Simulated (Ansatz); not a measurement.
**FeAs2 (Lollingite): a many-body input that goes wrong, and its mend**

What is wrong with this input for FeAs2 (Lollingite)?

Method: G0W0 on LDA, plane waves, PAW, in Ansatz 0.2.0.

In doubt: one-shot GW on d or f shells is unsure, so the values of those runs are not to be relied on.

### 1. The structure

Symmetry: Pnnm, No. 58, orthorhombic system. Conventional cell: a = 5.301 Å, b = 5.986 Å, c = 2.882 Å, α = 90.00°, β = 90.00°, γ = 90.00°. Fe has 6 As at 2.36 to 2.39 Å nearest. Nearest to As lie 3 Fe at 2.36 to 2.39 Å and 1 As at 2.49 Å. Farther neighbours are not listed.

The cell and positions come from the Crystallography Open Database and are kept as given unless a step says otherwise. The default PAW set here is soft_2. Its files were made with PBE.

### 2. First try

Input file input.yaml:

```yaml
crystal:
  lattice:
    - [5.3012, 0.0, 0.0]
    - [0.0, 5.9858, 0.0]
    - [0.0, 0.0, 2.8822]
  atoms:
    - { symbol: Fe, position: [0.0, 0.0, 0.0] }
    - { symbol: Fe, position: [0.5, 0.5, 0.5] }
    - { symbol: As, position: [0.1763, 0.3624, 0.0] }
    - { symbol: As, position: [0.8237, 0.6376, 0.0] }
    - { symbol: As, position: [0.6763, 0.1376, 0.5] }
    - { symbol: As, position: [0.3237, 0.8624, 0.5] }
kpoints:
  mp_grid: { grid: [4, 2, 4] }
hamiltonian:
  xc: lda
scf:
  occupations: { method: fixed }
gw:
  n_empty_bands: 4
  ecut_chi: 40
  qp_bands: [v2, c2]
  qp_kpoints: band_edges
  screening: { model: contour_deformation }
```

Launch:

```
> ansatz run input.yaml --threads 3 --pin off --max-ram 92160MiB --backend cuda --events-out ev --progress --plain --runs-dir out --devices 1 --max-vram 13GiB
```

Numbers of over 12 decimals in the logs are rounded to 6 here.

What it wrote:

```text
GPUs: using 1 of 1 available (devices: 1).
Engine: ansatz 0.2.0, x86_64-unknown-linux-gnu
Pseudopotentials: kind: paw
Pseudopotential: Fe, paw, valence charge 16, recommended cutoff 420 eV (normal), Fe.paw.azcp
Pseudopotential: As, paw, valence charge 15, recommended cutoff 420 eV (normal), As.paw.azcp
Functional definition: SPW92
  exchange = slater_x
  correlation = pw_c
device memory: the entry about to start is reckoned to put 1.8 GiB on a device that reports 49.6 GiB free (of which the cap on the GPU budget leaves the run 13.0 GiB)
GPU FFT provider: cuFFT
GPU libraries: cuBLAS 13.8.2, cuFFT 12.4.0, cuSOLVER 12.3.4
Crystal: 6 atoms, lattice volume = 91.458 Å³
Basis set: ecut = 420 eV, 1781 PW (Γ)
Bands: 56, of which v1, the nominal top of the filled ones, is band 46 counted from 1 (45 counted from 0)
Symmetry: 8 space group operations
Space group: Pnnm (ITA 58), of the structure as read, at distance tolerance 4.5e-5 Å
k-points: 18 of 32
Non-local potential: Fe, projectors of the file, l = 0: 3, l = 1: 2, l = 2: 3, l = 3: 1
Non-local potential: As, projectors of the file, l = 0: 2, l = 1: 2, l = 2: 3, l = 3: 1
PAW form: soft (Blöchl's): semilocal exchange-correlation on the pseudo side does not see the compensation charge
PAW frozen core: Fe, regenerated for the run's functional, and the local potential with it (the file was generated under x = pbe(κ = 0.804, μ = 0.219515), c = pbe(β = 0.066725))
PAW frozen core: As, regenerated for the run's functional, and the local potential with it (the file was generated under x = pbe(κ = 0.804, μ = 0.219515), c = pbe(β = 0.066725))
PAW one-centre angular grid: Fe, 590 points (default); XC on 64 Gauss nodes
PAW one-centre angular grid: As, 590 points (default); XC on 64 Gauss nodes
Initial density: superposition of atomic densities (neutral atoms: chi_scale 0, normalization atom), corrected by the library's trained network
Initial wavefunctions: pseudopotential atomic-orbital guess
GPU buffer pool allocated for 32400 grid points (all kernels)
GPU transforms: local potential and band sums: pruned to the plane-wave sphere, on 36×45×20
Functional: x = slater, c = lda
SCF iter   1: F=—  HF=-27936.799699 eV  |F-HF|=—  |Δ(HF+E_count)|=         —  Δρ=1.56e-2  dr2=1.68e-1  ethr=1.77e-3  ⟨swp⟩=4.4  Hψ=2960  notcnv=0  defer=130
preconditioner: auto → Resta (q_TF=auto, 2.731 Å⁻¹)  ε∞=9.4  [insulator: Δε(μ)=0.295 eV  Ē_g=8.026 eV  n_scr=38 (ndim 8)  ℏωp=23.3 eV  f_vac=0.000  ε∞_Penn≈9.4]
SCF iter   2: F=—  HF=-27936.826494 eV  |F-HF|=—  |Δ(HF+E_count)|=   2.68e-2  Δρ=2.25e-2  dr2=4.53e-1  ethr=1.83e-4  ⟨swp⟩=3.0  Hψ=2038  notcnv=0  defer=144  recentre
SCF iter   3: F=—  HF=-27936.783554 eV  |F-HF|=—  |Δ(HF+E_count)|=   4.29e-2  Δρ=6.01e-3  dr2=2.03e-2  ethr=1.83e-4  ⟨swp⟩=2.9  Hψ=1227  notcnv=0  defer=143
SCF iter   4: F=—  HF=-27936.779297 eV  |F-HF|=—  |Δ(HF+E_count)|=   4.26e-3  Δρ=7.49e-4  dr2=6.11e-4  ethr=2.21e-5  ⟨swp⟩=2.1  Hψ=1187  notcnv=0  defer=144
SCF iter   5: F=—  HF=-27936.779131 eV  |F-HF|=—  |Δ(HF+E_count)|=   1.66e-4  Δρ=4.53e-4  dr2=1.83e-4  ethr=6.64e-7  ⟨swp⟩=2.8  Hψ=1815  notcnv=0  defer=135
SCF iter   6: F=—  HF=-27936.779107 eV  |F-HF|=—  |Δ(HF+E_count)|=   2.43e-5  Δρ=6.28e-5  dr2=3.27e-6  ethr=1.99e-7  ⟨swp⟩=2.3  Hψ=1335  notcnv=0  defer=52
SCF iter   7: F=—  HF=-27936.779105 eV  |F-HF|=—  |Δ(HF+E_count)|=   1.43e-6  Δρ=8.00e-5  dr2=5.31e-6  ethr=3.55e-9  ⟨swp⟩=2.0  Hψ=1652  notcnv=0  defer=52
SCF iter   8: F=-27936.779105 eV  HF=-27936.779105 eV  |F-HF|=2.51e-8  |Δ(HF+E_count)|=   2.87e-7  Δρ=8.75e-6  dr2=3.97e-8  ethr=1.09e-10  ⟨swp⟩=7.7  Hψ=3774  notcnv=0
SCF 1 converged in 8 iterations: F = -27936.779105 eV  dr2 = 3.97e-8
[...]
device memory: the entry about to start is reckoned to put 2.3 GiB on a device that reports 50.0 GiB free (of which the cap on the GPU budget leaves the run 13.0 GiB)
NSCF: frozen V_eff on 18 k-points
[...]
k-point 0: bands = [... 42 lower, 13.6126, 13.9530, 14.0146, 14.0828, 15.7685, 16.7105, 18.4491, 18.9557, ... 6 higher]
  k-point 1: bands = [... 42 lower, 13.4835, 13.5370, 13.5715, 13.7387, 14.4407, 15.2286, 15.8112, 16.5944, ... 6 higher]
  k-point 2: bands = [... 42 lower, 13.2726, 13.2726, 13.8472, 13.8472, 14.7082, 14.7082, 16.0459, 16.0459, ... 6 higher]
  k-point 17: bands = [... 42 lower, 13.3703, 13.3703, 14.1849, 14.1849, 14.7268, 14.7268, 16.6445, 16.6445, ... 6 higher]
--- G₀W₀: contour deformation, 8 samples at zero and on the imaginary axis and 1 off it, 32 q-points, 4 empty bands' worth ---
  eigenvalues of the whole cell's RPA ε∞ on this k-mesh (on a slab, of 1 + 4πα/V) = 18.9069, 26.3999, 39.2628; static W/v taken at q = 0 is 0.035449
  gw.qp_kpoints: band_edges: 18 of 18 stored k-points solved, in 1 pass; an edge of the gap read off the rows below is read off those points alone
  `?` marks the rows in doubt; gw_qp.tsv's column doubts and the gw_qp event give each row's grounds
    ik  band        ε_KS         Σx   Σc(E_QP)       V_xc       Z   E_QP_lin       E_QP  E_QP is
     0    45     14.0146   -35.0959     6.0643   -30.2979  0.5548    15.1996    15.2809  root ?
     0    46     14.0828   -35.3784     6.0571   -30.5522  0.5556    15.2411    15.3137  root ?
     0    47     15.7685   -25.9958    -1.6860   -29.8910  0.6433    17.9414    17.9776  root
     0    48     16.7105   -10.9573    -2.2110   -15.4144  0.7741    18.9417    18.9565  root
     1    45     13.5715   -31.3172     5.4946   -27.0916  0.5467    14.7277    14.8404  root ?
     1    46     13.7387   -29.9729     3.0558   -28.6586  0.5903    15.3968    15.4802  root ?
     1    47     14.4407   -24.9231    -1.3484   -27.9281  0.6036    16.0660    16.0972  root
     1    48     15.2286   -16.6266    -2.3472   -20.9099  0.6809    17.1035    17.1647  root
     2    45     13.8472   -30.8084     4.8611   -27.3270  0.5852    15.1410    15.2269  root ?
     2    46     13.8472   -30.8084     4.8611   -27.3270  0.5852    15.1410    15.2269  root ?
     2    47     14.7082   -24.8418    -3.2556   -29.8215  0.5784    16.3934    16.4323  root ?
     2    48     14.7082   -24.8418    -3.2556   -29.8215  0.5784    16.3934    16.4323  root ?
     3    45     13.9668   -34.5356     6.0692   -29.6833  0.5450    15.0906    15.1837  root ?
     3    46     13.9668   -34.5356     6.0692   -29.6833  0.5450    15.0906    15.1837  root ?
     3    47     16.5880   -18.9660    -2.4177   -24.1113  0.7083    19.2666    19.3155  root
     3    48     16.5880   -18.9660    -2.4177   -24.1113  0.7083    19.2666    19.3155  root
     4    45     14.1523   -29.0116     4.2648   -26.1106  0.6171    15.4531    15.5161  root
     4    46     14.1523   -29.0116     4.2648   -26.1106  0.6171    15.4531    15.5161  root
     4    47     14.9496   -23.6953    -1.3842   -26.8042  0.6166    16.6054    16.6743  root
     4    48     14.9496   -23.6953    -1.3842   -26.8042  0.6166    16.6054    16.6743  root
     5    45     13.8470   -16.5391     2.5316   -15.2656  0.7564    15.0604    15.1051  root
     5    46     13.8470   -16.5391     2.5316   -15.2656  0.7564    15.0604    15.1051  root
     5    47     14.6696   -25.8811    -3.4540   -31.1857  0.5742    16.4857    16.5202  root ?
     5    48     14.6696   -25.8811    -3.4540   -31.1857  0.5742    16.4857    16.5202  root ?
     6    45     13.9900   -34.8752     6.1098   -29.9980  0.5508    15.1384    15.2226  root ?
     6    46     14.0539   -35.2407     6.0942   -30.3670  0.5534    15.1990    15.2743  root ?
     6    47     16.0744   -22.1099    -2.1074   -26.5667  0.6666    18.3598    18.4238  root
     6    48     17.2066   -11.7262    -2.1293   -16.4484  0.7717    19.7412    19.7995  root
[...]
15    46     14.0472   -35.1923     6.0268   -30.4313  0.5550    15.2330    15.3129  root ?
[...]
15    48     15.4944   -23.6686    -2.0517   -28.0751  0.6548    17.8167    17.8492  root
    16    45     13.9822   -30.6491     4.9530   -27.0114  0.5921    15.2220    15.2976  root ?
    16    46     13.9822   -30.6491     4.9530   -27.0114  0.5921    15.2220    15.2976  root ?
    16    47     14.9027   -21.3140    -2.4742   -25.9446  0.6456    17.0160    17.0591  root
    16    48     14.9027   -21.3140    -2.4742   -25.9446  0.6456    17.0160    17.0591  root
    17    45     14.1849   -22.3861     3.4560   -20.2925  0.6904    15.4916    15.5473  root
    17    46     14.1849   -22.3861     3.4560   -20.2925  0.6904    15.4916    15.5473  root
    17    47     14.7268   -25.3291    -3.5923   -30.7418  0.5753    16.5127    16.5472  root ?
    17    48     14.7268   -25.3291    -3.5923   -30.7418  0.5753    16.5127    16.5472  root ?
[key lines of the parts left out:]
SCF converged after 8 iterations
Free energy (F): -27936.779105 eV
Fermi energy:    14.184883 eV
```

Elapsed: 17 s, on 1 × NVIDIA H100 80GB HBM3 (shared by 6 runs) with 3 threads of AMD EPYC 7R13 (Zen 3), shared host; peak memory 1.1 GiB.

Reading the cycles: dr2 is the Hartree energy of the density residual (eV), the measure of convergence; HF is the Harris–Foulkes estimate of the energy, which meets the free energy F at convergence.

Q: What is the fault?

The run ended normally, though the input holds a fault or crude settings.

The fault: four empty bands in G0W0. The sums over empty states are cut off almost at the gap, so screening and correlation are far from complete.

It printed a gap of 0.55 eV, which is an artefact of the settings.

### 3. A better input

Now the one-shot GW correction: screening in the RPA, then the self-energy of the levels asked for.

input.yaml: that of step 2 with these lines changed.

```diff
@@ -13,3 +13,3 @@
 kpoints:
-  mp_grid: { grid: [4, 2, 4] }
+  mp_grid: { grid: [4, 4, 6] }
 hamiltonian:
@@ -19,4 +19,4 @@
 gw:
-  n_empty_bands: 4
-  ecut_chi: 40
+  n_empty_bands: 336
+  ecut_chi: 138
   qp_bands: [v2, c2]
```

What it wrote:

```text
GPUs: using 1 of 1 available (devices: 1).
[...]
GPU FFT provider: cuFFT
GPU libraries: cuBLAS 13.8.2, cuFFT 12.4.0, cuSOLVER 12.3.4
Crystal: 6 atoms, lattice volume = 91.458 Å³
Basis set: ecut = 420 eV, 1781 PW (Γ)
Bands: 56, of which v1, the nominal top of the filled ones, is band 46 counted from 1 (45 counted from 0)
Symmetry: 8 space group operations
[...]
k-points: 36 of 96
[...]
GPU buffer pool allocated for 32400 grid points (all kernels)
[...]
SCF iter   1: F=—  HF=-27936.826389 eV  |F-HF|=—  |Δ(HF+E_count)|=         —  Δρ=9.49e-3  dr2=4.18e-2  ethr=1.77e-3  ⟨swp⟩=4.4  Hψ=5913  notcnv=0  defer=261
[...]
SCF iter   9: F=-27936.816318 eV  HF=-27936.816318 eV  |F-HF|=3.05e-8  |Δ(HF+E_count)|=   1.74e-8  Δρ=6.28e-6  dr2=3.48e-8  ethr=1.09e-10  ⟨swp⟩=8.4  Hψ=6505  notcnv=0
SCF 1 converged in 9 iterations: F = -27936.816318 eV  dr2 = 3.48e-8
[...]
0    45     14.0827   -35.0041     5.6401   -30.2494  0.6168    14.9377    14.9683  root
     0    46     14.1629   -35.2905     5.6526   -30.5366  0.6186    15.0336    15.0616  root
     0    47     15.8356   -26.0968    -2.8207   -29.9278  0.6703    16.8440    16.8458  root
     0    48     16.7035   -11.0035    -4.1921   -15.4125  0.7580    16.9214    16.9204  root
     1    45     13.8894   -30.1463     2.7647   -28.2512  0.6446    14.7325    14.7591  root
     1    46     13.9335   -33.6180     5.3862   -29.0750  0.6116    14.7393    14.7767  root
     1    47     14.7762   -20.2250    -2.7618   -23.6327  0.6845    15.4321    15.4221  root
     1    48     15.9045   -24.8139    -2.9996   -28.7546  0.6730    16.8436    16.8456  root
[...]
35    45     14.2046   -22.5429     2.2468   -20.5693  0.7118    14.4758    14.4778  root
    35    46     14.2046   -22.5429     2.2468   -20.5693  0.7118    14.4758    14.4778  root
    35    47     14.7983   -25.4952    -4.2245   -30.7293  0.6290    15.8181    15.8079  root
    35    48     14.7983   -25.4952    -4.2245   -30.7293  0.6290    15.8181    15.8079  root
[key lines of the parts left out:]
SCF converged after 9 iterations
Free energy (F): -27936.816318 eV
Fermi energy:    14.240246 eV
```

The job ended after 1.8 min (1 × NVIDIA H100 80GB HBM3 (shared by 6 runs) with 3 threads; peak memory 2.3 GiB).

This step gave:

```
bands summed                                 : 382
RPA ε∞ on this mesh (eigenvalues)            : 26.01, 28.52, 41.40
plane waves in the screening matrix          : 337
q-points in the mesh                         : 96
G0W0 gap on the mesh                         : 0.3606 eV
k of the valence top                         : 0, 0, 0
k of the conduction bottom                   : 0, 0, 0.1667
starting gap on the mesh                     : 0.2540 eV
Z at the valence top                         : 0.6186
Z at the conduction bottom                   : 0.6845
least direct G0W0 gap on the computed points : 0.6146 eV
```

The gap on the mesh goes from 0.25 eV to 0.36 eV, a correction of +0.11 eV, though a band edge has moved to another state.

### 4. Outcome

```
first try  : converged after 17 s
better run : G0W0 gap on the mesh 0.36 eV (4×4×6 mesh, 336 empty bands, screening to 138 eV)
```

In words: The second run differs in: mesh, empty bands and screening cutoff (eV). Bands and cutoff are finite, so the gap is not at the basis limit. The miss can reach some tenths of an eV and take either sign; the mesh is an error of its own. The 4×4×6 mesh is coarse for this cell (its supercell is 17 Å along the shortest edge). The RPA ε∞ on it, from the LDA start, is 26.01, 28.52 and 41.40; such meshes misread the long-range screening, most where the gap is narrow. The RPA ε∞ on this mesh reaches over 25; with a narrow direct gap a coarse mesh can overstate it, and the correction is then too small. The runs have no spin polarisation. For a closed low-spin shell that is the natural state; where a d or f shell is open it is a constraint, and the gap is then not the crystal's own. With d states at the gap, one-shot GW leans hard on its start. The many-body steps are scalar-relativistic: spin-orbit coupling is not in them.

[Paths, hosts, dates, memory and timing lines, banners, echoed tables and standing remarks are left out of the program output.]

[Logs are printed without paths, hosts, clocks, repeated set-up lines and the standing remarks that a program may print on its own settings, such as how far it seeks lower states.]

[Runs of the session that timed out or met a known fault of the program may be left out.]

[Cells called generated may have been cut or substituted from an entry of the Crystallography Open Database or the Materials Project.]

[Hosts, paths, dates, database ids (printed as entryN), source tags and the programs' standing remarks are cut or masked in the printed files.]
